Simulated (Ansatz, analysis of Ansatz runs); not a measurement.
# A hop of H in MgH2 (P4_2/mnm), charge +1

Wanted: path and barrier of a jump of H in MgH2 (P4_2/mnm) at charge +1. The case: V_H hop (2.5 Å), in a cell of 96 host atoms with 1 H taken out.

Method: plane-wave PAW DFT, PBEsol; nudged elastic band between two relaxed defect structures at fixed charge in a uniform background, in Ansatz 0.2.0.

Most raw output is cut from this account.

### 1. Starting point

The cell holds 95 atoms: 32 Mg and 63 H. Cell: a = 10.787 Å, b = 10.787 Å, c = 12.663 Å, α = 54.1°, β = 54.1°, γ = 71.9°. It derives from MgH2 (space group P4_2/mnm). Nearest the centre at fractional (0.500, 0.500, 0.750): H89 at 1.24 Å, Mg14 at 1.50 Å, Mg85 at 1.50 Å, H72 at 2.44 Å, H44 at 2.44 Å, H71 at 2.44 Å, H43 at 2.44 Å, Mg87 at 3.17 Å. The cell carries charge +1.

The cell's shortest repeat is 10.8 Å.

### 2. Relaxation of the start point, charge +1

A barrier is counted from a minimum, so both ends are relaxed first. Small random displacements break the symmetry of the ideal sites, so that the defect can distort if it gains by it. The charge of +1 is set by the electron count, and a uniform background keeps the cell neutral.

The input, qp1_c96k1s.start/input.yaml:

```yaml
crystal:
  lattice:
    - [0.0, 8.95437022, 6.01548098]
    - [8.95437022, 0.0, 6.01548098]
    - [8.95437022, 8.95437022, 0.0]
  atoms:
    - { symbol: Mg, position: [0.125, 0.125, 0.125] }
    - { symbol: Mg, position: [0.375, 0.375, 0.375] }
[... 1 atom line left out ...]
    - { symbol: Mg, position: [0.25, 0.25, 0.25] }
[... 1 atom line left out ...]
    - { symbol: H, position: [0.25, 0.25, 0.09777186] }
[... 1 atom line left out ...]
    - { symbol: H, position: [0.47277186, 0.27722814, 0.125] }
[... 3 atom lines left out ...]
    - { symbol: H, position: [0.27722814, 0.47277186, 0.125] }
[... 1 atom line left out ...]
    - { symbol: Mg, position: [0.375, 0.375, 0.875] }
[... 1 atom line left out ...]
    - { symbol: Mg, position: [0.25, 0.25, 0.75] }
[... 3 atom lines left out ...]
    - { symbol: H, position: [0.47277186, 0.27722814, 0.625] }
[... 1 atom line left out ...]
    - { symbol: H, position: [0.25, 0.25, 0.90222814] }
[... 1 atom line left out ...]
    - { symbol: H, position: [0.27722814, 0.47277186, 0.625] }
[... 1 atom line left out ...]
    - { symbol: Mg, position: [0.375, 0.875, 0.375] }
    - { symbol: Mg, position: [0.0, 0.5, 0.0] }
[... 9 atom lines left out ...]
    - { symbol: Mg, position: [0.125, 0.625, 0.625] }
[... 1 atom line left out ...]
    - { symbol: Mg, position: [0.0, 0.5, 0.5] }
    - { symbol: Mg, position: [0.25, 0.75, 0.75] }
[... 1 atom line left out ...]
    - { symbol: H, position: [0.25, 0.75, 0.59777186] }
    - { symbol: H, position: [0.22277186, 0.52722814, 0.875] }
    - { symbol: H, position: [0.47277186, 0.77722814, 0.625] }
[... 1 atom line left out ...]
    - { symbol: H, position: [0.25, 0.75, 0.90222814] }
    - { symbol: H, position: [0.02722814, 0.72277186, 0.875] }
    - { symbol: H, position: [0.27722814, 0.97277186, 0.625] }
[... 1 atom line left out ...]
    - { symbol: Mg, position: [0.875, 0.375, 0.375] }
    - { symbol: Mg, position: [0.5, 0.0, 0.0] }
[... 9 atom lines left out ...]
    - { symbol: Mg, position: [0.625, 0.125, 0.625] }
[... 1 atom line left out ...]
    - { symbol: Mg, position: [0.5, 0.0, 0.5] }
    - { symbol: Mg, position: [0.75, 0.25, 0.75] }
[... 1 atom line left out ...]
    - { symbol: H, position: [0.75, 0.25, 0.59777186] }
    - { symbol: H, position: [0.72277186, 0.02722814, 0.875] }
    - { symbol: H, position: [0.97277186, 0.27722814, 0.625] }
[... 1 atom line left out ...]
    - { symbol: H, position: [0.75, 0.25, 0.90222814] }
    - { symbol: H, position: [0.52722814, 0.22277186, 0.875] }
    - { symbol: H, position: [0.77722814, 0.47277186, 0.625] }
[... 1 atom line left out ...]
    - { symbol: Mg, position: [0.875, 0.875, 0.375] }
    - { symbol: Mg, position: [0.5, 0.5, 0.0] }
    - { symbol: Mg, position: [0.75, 0.75, 0.25] }
[... 2 atom lines left out ...]
    - { symbol: H, position: [0.72277186, 0.52722814, 0.375] }
[... 2 atom lines left out ...]
    - { symbol: H, position: [0.75, 0.75, 0.40222814] }
    - { symbol: H, position: [0.52722814, 0.72277186, 0.375] }
[... 1 atom line left out ...]
    - { symbol: Mg, position: [0.625, 0.625, 0.625] }
[... 1 atom line left out ...]
    - { symbol: Mg, position: [0.5, 0.5, 0.5] }
    - { symbol: Mg, position: [0.75, 0.75, 0.75] }
    - { symbol: H, position: [0.5, 0.5, 0.84777186] }
    - { symbol: H, position: [0.75, 0.75, 0.59777186] }
    - { symbol: H, position: [0.72277186, 0.52722814, 0.875] }
[... 2 atom lines left out ...]
    - { symbol: H, position: [0.52722814, 0.72277186, 0.875] }
    - { symbol: H, position: [0.77722814, 0.97277186, 0.625] }
total_charge: 1
basis:
  ecutwfc: 420
  xc_grid: 2
hamiltonian:
  xc: pbesol
kpoints:
  mp_grid: { grid: [1, 1, 1], shift: [0.25, 0.25, 0.25] }
scf:
  occupations: { method: fixed }
  max_iter: 120
output:
  forces: true
relax:
  f_tol: 0.02
  max_steps: 70
  random_displacement: { amplitude: 0.03, seed: 6104 }
```

On the command line:

```console
> ansatz run input.yaml --threads 32 --pin off --max-ram 84787MiB --backend cuda --events-out ev --progress --plain --runs-dir out --max-vram 78GiB
```

Elapsed: 1.9 s, on 1 × NVIDIA GB200 with 32 threads of Arm Neoverse V2, shared host; peak memory 1.2 GiB.

The steps of the relaxation:

```
step  energy less that of the first step (eV)  largest force component (eV/Å)
   1                                   0.0000                          1.3462
   2                                  -0.8631                          0.2436
   3                                  -1.0424                          0.0495
   4                                  -1.0496                          0.0073
```

The atoms that moved most (Å, from the sites as typed, ahead of the random displacement, the mean shift of all atoms taken out):

```
atom      dx      dy      dz  length
Mg85   0.161   0.161   0.162   0.280
Mg14   0.161   0.161  -0.162   0.280
Mg87  -0.191  -0.190   0.002   0.270
 H90   0.052   0.052   0.138   0.157
  H6   0.053   0.054  -0.136   0.155
 H77  -0.100  -0.100   0.003   0.141
 H20   0.094   0.069   0.069   0.135
 H24   0.067   0.092   0.069   0.133
```

Neighbours of H89 at the end:

```
atom  distance (Å)
Mg85         1.903
Mg14         1.904
Mg75         2.013
 H43         2.683
 H71         2.683
 H44         2.683
 H72         2.684
 H94         2.748
 H91         2.749
 H12         2.752
  H8         2.752
```

Read from the output:

| Property | Result |
| --- | --- |
| free energy | -62192.3018 eV |
| r.m.s. move of the farther half of the atoms | 0.03731 Å |
| largest move from the ideal geometry of this structure, a common shift of the far atoms taken out | 0.2804 Å |

The relaxation gained 1.050 eV and ended with a largest force component of 0.0073 eV/Å.

### 3. Relaxation of the end point, charge +1

The end point is relaxed in the same cell and settings, so that the two energies compare. Atoms more than 3.2 Å from the middle of the hop start where the first relaxation left them, the nearer ones on or close to their ideal places, with small random displacements.

The input, qp1_c96k1s.end/input.yaml:

```yaml
crystal:
  lattice:
    - [0.0, 8.95437022, 6.01548098]
    - [8.95437022, 0.0, 6.01548098]
    - [8.95437022, 8.95437022, 0.0]
  atoms:
    - { symbol: Mg, position: [0.12101328, 0.12098411, 0.12882215] }
    - { symbol: Mg, position: [0.37342421, 0.37340173, 0.37165485] }
[... 11 atom lines left out ...]
    - { symbol: Mg, position: [0.375, 0.375, 0.875] }
[... 25 atom lines left out ...]
    - { symbol: Mg, position: [0.25, 0.75, 0.75] }
[... 2 atom lines left out ...]
    - { symbol: H, position: [0.22277186, 0.52722814, 0.875] }
    - { symbol: H, position: [0.47277186, 0.77722814, 0.625] }
[... 19 atom lines left out ...]
    - { symbol: Mg, position: [0.75, 0.25, 0.75] }
[... 6 atom lines left out ...]
    - { symbol: H, position: [0.52722814, 0.22277186, 0.875] }
    - { symbol: H, position: [0.77722814, 0.47277186, 0.625] }
[... 2 atom lines left out ...]
    - { symbol: Mg, position: [0.5, 0.5, 0.0] }
[... 6 atom lines left out ...]
    - { symbol: H, position: [0.75000796, 0.74977671, 0.40710786] }
[... 2 atom lines left out ...]
    - { symbol: Mg, position: [0.625, 0.625, 0.625] }
[... 1 atom line left out ...]
    - { symbol: Mg, position: [0.5, 0.5, 0.5] }
[... 1 atom line left out ...]
    - { symbol: H, position: [0.5, 0.5, 0.652214] }
[... 5 atom lines left out ...]
    - { symbol: H, position: [0.77792747, 0.97395532, 0.6259705] }
total_charge: 1
basis:
  ecutwfc: 420
  xc_grid: 2
hamiltonian:
  xc: pbesol
kpoints:
  mp_grid: { grid: [1, 1, 1], shift: [0.25, 0.25, 0.25] }
scf:
  occupations: { method: fixed }
  max_iter: 120
output:
  forces: true
relax:
  f_tol: 0.02
  max_steps: 70
  random_displacement: { amplitude: 0.01, seed: 6104 }
```

Run time: 2 s. Hardware: 1 × NVIDIA GB200 with 32 threads; peak memory 1.3 GiB; 9 s of CPU time.

The steps of the relaxation:

```
step  energy less that of the first step (eV)  largest force component (eV/Å)
   1                                   0.0000                          1.3988
   2                                  -0.7790                          0.3020
   3                                  -0.9699                          0.0593
   4                                  -0.9837                          0.0084
```

The atoms that moved most (Å, from the sites as typed, ahead of the random displacement):

```
atom      dx      dy      dz  length
Mg75   0.196   0.196  -0.002   0.277
Mg14  -0.159  -0.158  -0.162   0.276
Mg85  -0.158  -0.157   0.163   0.276
  H6  -0.093  -0.093   0.137   0.190
 H22  -0.092  -0.093  -0.137   0.190
 H82  -0.090  -0.093   0.139   0.190
 H90  -0.094  -0.094  -0.134   0.189
 H81   0.131   0.130  -0.001   0.184
```

Neighbours of H89 at the end:

```
atom  distance (Å)
Mg14         1.901
Mg85         1.902
Mg87         2.014
 H44         2.682
 H72         2.682
 H43         2.682
 H71         2.683
 H20         2.746
 H24         2.747
 H79         2.749
 H83         2.749
```

Read from the output:

```yaml
free_energy: -62192.3018 eV
r_m_s_move_of_the_farther_half_of_the_atoms: 0.03793 Å
largest_move_from_the_ideal_geometry_of_this_structure_a_common_shift_of_the_far_atoms_taken_out: 0.2807 Å
```

The relaxation gained 0.984 eV and ended with a largest force component of 0.0084 eV/Å. The end lies within 1 meV of the start.

(Part 1 of 2 ends here.)

[Logs are printed without paths, hosts, clocks, repeated set-up lines and the standing remarks that a program may print on its own settings, such as how far it seeks lower states.]

[Hosts, paths, dates, database ids (printed as entryN), source tags and the programs' standing remarks are cut or masked in the printed files.]
